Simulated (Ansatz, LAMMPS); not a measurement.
# Relaxing ionic liquid ethylpyridinium Br- with water, from a frame at 450 K (195 atoms)

Wanted: the relaxed structure of ionic liquid ethylpyridinium Br- with water, from a frame at 450 K (195 atoms) and its electronic structure.

Method: Kohn-Sham DFT, r2SCAN+D3(BJ), PAW (set soft_2), plane waves, in Ansatz 0.2.0.

## 1. Starting point

The cell holds 195 atoms: 63 C, 9 N, 106 H, 8 O and 9 Br. Cell: a = 13.144 Å, b = 13.144 Å, c = 13.144 Å, α = 90.0°, β = 90.0°, γ = 90.0°. 9 ethylpyridinium, 9 Br-, 8 H2O placed at random, at 1.34 g/cm³; overlaps pushed apart, then 10 ps at 700 K with Joung-Cheatham ions (J. Phys. Chem. B 112, 9020 (2008)); MMFF94 bonds, angles, torsions, charges and radii (Halgren, J. Comput. Chem. 17, 490 (1996)) in harmonic and 12-6 forms; SPC/E water (Berendsen, Grigera and Straatsma, J. Phys. Chem. 91, 6269 (1987)); charges of ions scaled by 0.8. Snapshot after 30 ps at 450 K and fixed volume.

What the set-up can't give: The network of contacts between molecules at the start is that of the classical potential that made the cell. The density was typed from a rule of thumb and may lie off the real one at this temperature. Only the Γ point is sampled, in a cell whose shortest periodic width is 13 Å.

## 2. Single point at the start

A single point comes first, to see the forces before anything moves.

input.yaml

```yaml
crystal:
  lattice:
    - [13.14437, 0.0, 0.0]
    - [0.0, 13.14437, 0.0]
    - [0.0, 0.0, 13.14437]
  atoms:
    - { symbol: C, position: [0.06973, 0.39681, 0.74007] }
    - { symbol: C, position: [0.13547, 0.4993, 0.76111] }
    - { symbol: "N", position: [0.07284, 0.59441, 0.77558] }
    - { symbol: C, position: [0.05087, 0.61975, 0.87436] }
    [... 185 atom lines left out ...]
    - { symbol: Br, position: [0.95428, 0.54474, 0.47869] }
    - { symbol: Br, position: [0.14591, 0.05376, 0.59975] }
    - { symbol: Br, position: [0.81549, 0.38778, 0.88989] }
    - { symbol: Br, position: [0.01239, 0.16908, 0.11626] }
    - { symbol: Br, position: [0.81492, 0.8505, 0.09745] }
    - { symbol: Br, position: [0.33986, 0.7343, 0.75388] }
kpoints:
  mp_grid: { grid: [1, 1, 1] }
hamiltonian:
  xc: r2scan
  dispersion: d3bj
scf:
  occupations: { method: fixed }
output:
  forces: true
  stress: true
  populations: true
  dos:
    method: { smearing: { sigma: 0.1 } }
    de: 0.1
    projected: { site_lists: { Br: [Br], C: [C], H: [H], "N": ["N"], O: [O] } }
  eigenvalues: true
```

Started as:

```bash
$ ansatz run input.yaml --threads 4 --pin off --max-ram 8192MiB --backend cpu --events-out ev --progress --plain --runs-dir out
```

Wall time 4.4 min (4 threads of Arm Neoverse N1, shared host); peak memory 6 GiB; 12 min of CPU time.

Notices of the run: dispersion damping borrowed.

Numbers from this run:

- free energy: -50709.8235 eV
- free energy per atom: -260.0504 eV/atom
- SCF cycles: 10
- pressure: -1.119 GPa
- r.m.s. force component: 0.9724 eV/Å
- longest force: 3.918 eV/Å
- Fermi energy: -0.07174 eV
- gap (highest filled to lowest empty level): 1.651 eV
- spilling of the projection: 0.01312

The r.m.s. force component of 0.97 eV/Å and the pressure of -1.1 GPa set the starting point.

Neighbours are counted within 1.34 Å (H-C), 1.21 Å (H-O), 1.85 Å (C-C), 1.79 Å (C-N).

Length of the force by element and coordination:

```
element  coordination  atoms  mean length of the force (eV/Å)  spread   least   most
     Br           all      9                            0.313   0.216  0.0534  0.823
      C           all     63                             2.23   0.843   0.366   3.92
      C             3     45                             2.35   0.820   0.646   3.84
      C             4     18                             1.91   0.820   0.366   3.92
      H           all    106                             1.13   0.444   0.265   2.27
      N           all      9                             1.73   0.689   0.841   3.02
      O           all      8                            0.794   0.404   0.321   1.73
```

## 3. Relaxation

The atoms are relaxed in the fixed cell, aiming at the force tolerance of the input.

input.yaml, the sections that differ from step 2:

```yaml
output:
  forces: true
relax:
  f_tol: 0.05
  max_steps: 200
# crystal, kpoints, hamiltonian, scf: as in step 2
```

The job ended after 50 min (4 threads; peak memory 5.6 GiB; 3.1 h of CPU time).

The steps of the relaxation (22 of 33):

```
step  energy less that of the first step (eV)  largest force component (eV/Å)
   1                                   0.0000                          3.7323
   3                                  -9.6518                          2.1349
   4                                 -10.0522                          2.4243
   6                                 -10.8798                          0.8727
   7                                 -11.0391                          0.6226
   9                                 -11.3923                          0.3222
  10                                 -11.5020                          0.4241
  12                                 -11.5859                          0.3121
  13                                 -11.6522                          0.2088
  15                                 -11.7480                          1.1921
  16                                 -11.7877                          0.8505
  18                                 -11.8623                          0.3065
  19                                 -11.9112                          0.3714
  21                                 -11.9598                          0.2683
  22                                 -11.9825                          0.1306
  24                                 -11.9985                          0.4158
  25                                 -11.9898                          0.3519
  27                                 -12.0192                          0.1781
  28                                 -12.0241                          0.3045
  30                                 -12.0279                          0.2005
  31                                 -12.0304                          0.1242
  33                                 -12.0326                          0.0428
```

Relaxation steps 11, 25 were tried and not accepted.

The atoms that moved most (Å):

```
atom      dx      dy      dz  length
H155   0.594   1.520   1.384   2.140
 H89  -0.882  -0.664  -1.506   1.867
 H88  -0.463  -0.812  -1.480   1.751
 C79  -0.740  -0.538  -1.421   1.690
 H31   1.008   0.500  -1.247   1.679
H162  -0.554   1.219   0.989   1.665
 H90  -0.914  -0.365  -1.274   1.610
 C78  -0.461  -0.633  -1.378   1.585
```

The relaxation changed the energy by -61.7 meV/atom, and atoms moved by 0.83 Å r.m.s., 2.1 Å at most.

## 4. Structure statistics after relaxation

Bonds before and after, by the cutoffs listed below:

```
pair  bonds before  bonds after  mean before (Å)  mean after (Å)  spread before (Å)  spread after (Å)
 H-C            90           90            1.090           1.086              0.030             0.004
 H-O            16           16            1.000           0.976              0.000             0.003
 C-C            45           45            1.415           1.410              0.070             0.053
 C-N            27           27            1.392           1.392              0.068             0.064
```

Density 1.34 g/cm³, 11.65 Å³ an atom.

Pair distribution functions g(r), in bins of 0.2 Å:

```
r (Å)  total   H-H    H-C  H-Br   H-N    H-O   C-C
 0.90   0.80  0.00   0.00  0.00  0.00  17.95  0.00
 1.10   3.70  0.00  10.55  0.00  0.00   0.00  0.00
 1.30   1.39  0.00   0.00  0.00  0.00   0.00  8.65
 1.50   0.54  0.54   0.00  0.00  0.00   0.00  1.76
 1.70   0.56  1.84   0.00  0.00  0.00   0.34  0.00
 1.90   0.03  0.00   0.00  0.00  0.00   0.64  0.00
 2.10   1.66  0.21   3.40  0.00  7.90   0.23  0.00
 2.30   0.78  0.73   0.00  1.54  0.00   0.79  2.85
 2.50   1.27  2.46   0.69  0.77  0.00   1.03  1.47
 2.70   0.71  0.99   0.06  1.14  2.28   0.86  1.10
 2.90   0.52  0.89   0.30  1.81  0.11   1.26  0.00
 3.10   0.84  1.03   0.88  1.70  0.40   1.55  0.37
 3.30   1.24  0.62   1.88  1.24  1.88   1.77  0.37
 3.50   1.02  1.26   1.02  1.16  0.88   0.95  0.22
 3.70   0.95  0.88   0.95  1.23  0.47   0.70  1.22
 3.90   1.09  0.87   1.25  1.01  0.96   1.05  0.90
 4.10   0.90  1.03   0.85  1.07  0.44   0.82  0.76
 4.30   1.02  1.03   1.05  0.82  1.02   0.87  1.11
 4.50   1.01  0.91   1.08  1.45  1.03   0.89  0.86
 4.70   0.97  0.90   1.01  1.29  0.85   1.21  0.68
 4.90   1.02  1.03   0.97  1.03  1.23   0.93  1.00
 5.10   0.92  0.94   0.79  1.10  1.08   1.15  0.91
 5.30   1.03  1.06   0.97  1.08  1.14   0.76  0.96
 5.50   0.99  0.99   1.04  0.69  1.22   0.81  0.88
 5.70   1.05  1.05   1.04  1.01  1.14   1.09  0.99
 5.90   1.01  1.03   1.09  1.07  0.73   1.13  0.79
 6.10   0.96  0.93   0.95  0.66  1.07   1.15  1.04
 6.30   0.99  1.02   0.99  0.88  1.08   1.07  0.99
```

Bonds by pair of elements; cutoffs follow the first minimum of g(r), held within bounds set by covalent radii, and pairs that aren't listed don't count as bonded:

```
pair A-B  cutoff (Å)  bonds  mean length (Å)  spread (Å)  shortest (Å)  B about A  A about B
     H-C        1.34     90             1.09       0.004          1.08      0.849       1.43
     H-O        1.21     16            0.976       0.003          0.97      0.151          2
     C-C        1.85     45             1.41       0.053          1.38       1.43       1.43
     C-N        1.79     27             1.39       0.064          1.34      0.429          3
```

How many atoms have how many bonded neighbours:

```
element  mean  0    1  2   3   4
     Br     0  9    0  0   0   0
      C  3.29  0    0  0  45  18
      H     1  0  106  0   0   0
      N     3  0    0  0   9   0
      O     2  0    0  8   0   0
```

Bond angles (no mean is given where the spread exceeds 20°):

```
angle  count  mean (°)  spread (°)
C-C-H    117       117         5.2
H-C-H     36       109         0.6
H-C-N     36       111         4.9
C-C-N     27       117         4.4
C-N-C     27       120         1.1
```

Bond length by coordination (bonds to H left out):

```
element  coordination  atoms  mean bond length (Å)
      C             3     45                  1.38
      C             4     18                  1.50
```

Rings of the network by King's shortest-path rule, up to 12 atoms, one path for each pair of neighbours; H, halogens, alkali and alkaline-earth atoms are left out, and the last column divides by all other atoms, bonded or not:

```
ring size (atoms)  rings  per network atom
                6      9             0.112
```

Counting bonds as in the table, 71 % of C atoms have 3, all H atoms have 1 and all N atoms have 3 bonded neighbours. The C-C-H angle averages 117° with a spread of 5°. All rings counted have 6 atoms.

## 5. Single point at the relaxed geometry

One more single point at the end of the walk gives the fuller output and checks the residual forces.

input.yaml

```yaml
crystal:
  lattice:
    - [13.14437, 0.0, 0.0]
    - [0.0, 13.14437, 0.0]
    - [0.0, 0.0, 13.14437]
  atoms:
    - { symbol: C, position: [0.10682, 0.42587, 0.72236] }
    - { symbol: C, position: [0.16547, 0.50511, 0.78219] }
    - { symbol: "N", position: [0.09702, 0.58992, 0.8106] }
    - { symbol: C, position: [0.04535, 0.58551, 0.89899] }
    [... 185 atom lines left out ...]
    - { symbol: Br, position: [0.96417, 0.58733, 0.49769] }
    - { symbol: Br, position: [0.20393, 0.13228, 0.64856] }
    - { symbol: Br, position: [0.78143, 0.45518, 0.90398] }
    - { symbol: Br, position: [0.0018, 0.17111, 0.15314] }
    - { symbol: Br, position: [0.783, 0.84048, 0.05105] }
    - { symbol: Br, position: [0.34158, 0.72885, 0.72828] }
kpoints:
  mp_grid: { grid: [1, 1, 1] }
hamiltonian:
  xc: r2scan
  dispersion: d3bj
scf:
  occupations: { method: fixed }
output:
  forces: true
  stress: true
  populations: intrinsic
  dos:
    method: { smearing: { sigma: 0.1 } }
    de: 0.1
    projected: { site_lists: { Br: [Br], C: [C], H: [H], "N": ["N"], O: [O] } }
  eigenvalues: true
  write_density: true
  write_potential: true
  volumetric_format: npy
  elf: true
```

Wall time 3.2 min (4 threads); peak memory 6 GiB.

The program notes that the exchange-correlation potential is rough where the density is thin.

Numbers from this run:

```yaml
free_energy: -50721.8561 eV
free_energy_per_atom: -260.1121 eV/atom
scf_cycles: 10
pressure: -0.6152 GPa
r_m_s_force_component: 0.00591 eV/Å
longest_force: 0.05385 eV/Å
fermi_energy: -0.3085 eV
spacing_of_highest_filled_and_lowest_empty_level: 2.275 eV
```

Intrinsic-atomic-orbital charges by element and coordination:

```
element  coordination  atoms  mean charge (e)  spread   least     most
     Br           all      9           -0.752  0.0353  -0.809   -0.697
      C           all     63           -0.176   0.159  -0.538  -0.0093
      C             3     45          -0.0995  0.0669  -0.194  -0.0093
      C             4     18           -0.369   0.159  -0.538   -0.204
      H           all    106            0.228  0.0608   0.164    0.383
      N           all      9           0.0408  0.0053  0.0339   0.0498
      O           all      8           -0.833  0.0226  -0.863   -0.804
```

States in the cell by windows of 1 eV, zero at the Fermi level; the larger projections on atomic orbitals stand beside the total:

```
from (eV)  to (eV)  total   C p   H s  Br p   O p  N p   C s
      -18      -17   16.0   3.3   1.4   0.0   0.0  0.9   9.6
      -17      -16    3.4   0.6   0.3   0.0   0.0  0.4   2.0
      -16      -15   19.1   2.1   2.1   0.0   0.0  3.2  11.3
      -15      -14   15.5   1.6   3.2   0.0   0.0  1.5   8.8
      -14      -13    0.2   0.0   0.0   0.0   0.0  0.0   0.0
      -13      -12   53.8  12.8   5.4   0.0   0.0  5.2  12.0
      -12      -11   16.3   5.7   3.7   0.0   0.0  1.4   4.9
      -11      -10    1.7   0.6   0.4   0.0   0.0  0.1   0.5
      -10       -9    9.3   5.1   2.4   0.0   0.0  0.5   1.0
       -9       -8   26.6  18.1   3.4   0.0   0.0  2.4   1.9
       -8       -7   48.6  16.3  12.4   0.2   9.9  4.9   3.4
       -7       -6   44.7  27.1   8.9   0.1   1.1  6.0   0.6
       -6       -5   16.8  11.7   4.3   0.0   0.2  0.3   0.1
       -5       -4   71.5  44.9  17.4   0.3   4.5  2.4   0.4
       -4       -3   33.7  13.8   9.0   0.3   8.0  1.1   0.1
       -3       -2   33.6  27.5   0.8   0.2   1.6  3.2   0.1
       -2       -1   15.1   0.7   0.1   0.2  13.9  0.0   0.0
       -1        0   52.7   1.1   0.5  49.2   1.1  0.1   0.2
        0        1    1.3   0.0   0.0   1.2   0.0  0.0   0.0
        1        2    0.0   0.0   0.0   0.0   0.0  0.0   0.0
        2        3   18.1  13.1   0.2   0.1   0.0  3.9   0.1
        3        4   17.9  16.8   0.1   0.1   0.0  0.0   0.0
        4        5    2.0   0.2   0.9   0.0   0.0  0.0   0.2
```

With fixed occupations the program's Fermi level is the highest filled level; weight inside the gap is the broadening of levels at its edges.

Between -23 and -18 eV lie 34 more states.

The levels nearest the highest filled one (over half full), pooled over k-points and spins:

```
level less the highest filled one (eV)  occupation
                                -0.185           2
                                -0.168           2
                                -0.144           2
                                -0.117           2
                                -0.101           2
                                     0           2
                                  2.27           0
                                  2.31           0
                                  2.39           0
                                  2.43           0
                                  2.45           0
                                  2.53           0
```

Mean intrinsic-atomic-orbital charges: Br -0.75, C -0.18, H +0.23, N +0.04, O -0.83 e. The largest share in the top eV of filled states is Br p (94 % of the projected weight), and in the lowest eV of empty states C p (82 % of the projected weight).

1 further run on a deliberately doubtful input is not shown.

## 6. Outcome

| Item | Value |
| --- | --- |
| energy change in the relaxation | -61.71 meV/atom |
| r.m.s. displacement | 0.834 Å |
| largest displacement | 2.14 Å |
| free energy per atom | -260.1121 eV/atom |
| pressure | -0.6152 GPa |
| r.m.s. force component | 0.00591 eV/Å |
| gap (highest filled to lowest empty level) | 2.275 eV |
| wall time of the 4 DFT runs, those left out included | 72 min |

What this shows: Relaxation lowers the energy by 61.7 meV/atom and moves atoms by 0.83 Å r.m.s.; the r.m.s. force component goes from 0.97 to 0.0059 eV/Å, the pressure goes from -1.1 to -0.62 GPa, and the gap from 1.65 to 2.27 eV. By the final cutoffs no bond was broken or made. From the first step to the last the energy fell by 12.033 eV, and the largest move was 2.14 Å (H155). The H-O bonds change most in mean length: from 1.000 Å (spread 0.000) to 0.976 Å (spread 0.003). Counting bonds as in the table, 71 % of C atoms have 3, all H atoms have 1 and all N atoms have 3 bonded neighbours. The highest filled and lowest empty levels differ by 2.27 eV (at Γ alone); a semilocal functional tends to put such gaps too low. In a disordered cell it changes from sample to sample and from frame to frame.

**Limits.** The network of contacts between molecules at the start is that of the classical potential that made the cell; in DFT atoms moved by 0.83 Å r.m.s.

[Logs are printed without paths, hosts, clocks, repeated set-up lines and the standing remarks that a program may print on its own settings, such as how far it seeks lower states.]

[Hosts, paths, dates, database ids (printed as entryN), source tags and the programs' standing remarks are cut or masked in the printed files.]

[The MMFF94 radii named for the starting cell were scaled by 0.96; in molecules described by MMFF94, hydrogen bound to N, O or S took a small fixed 12-6 site in their place.]
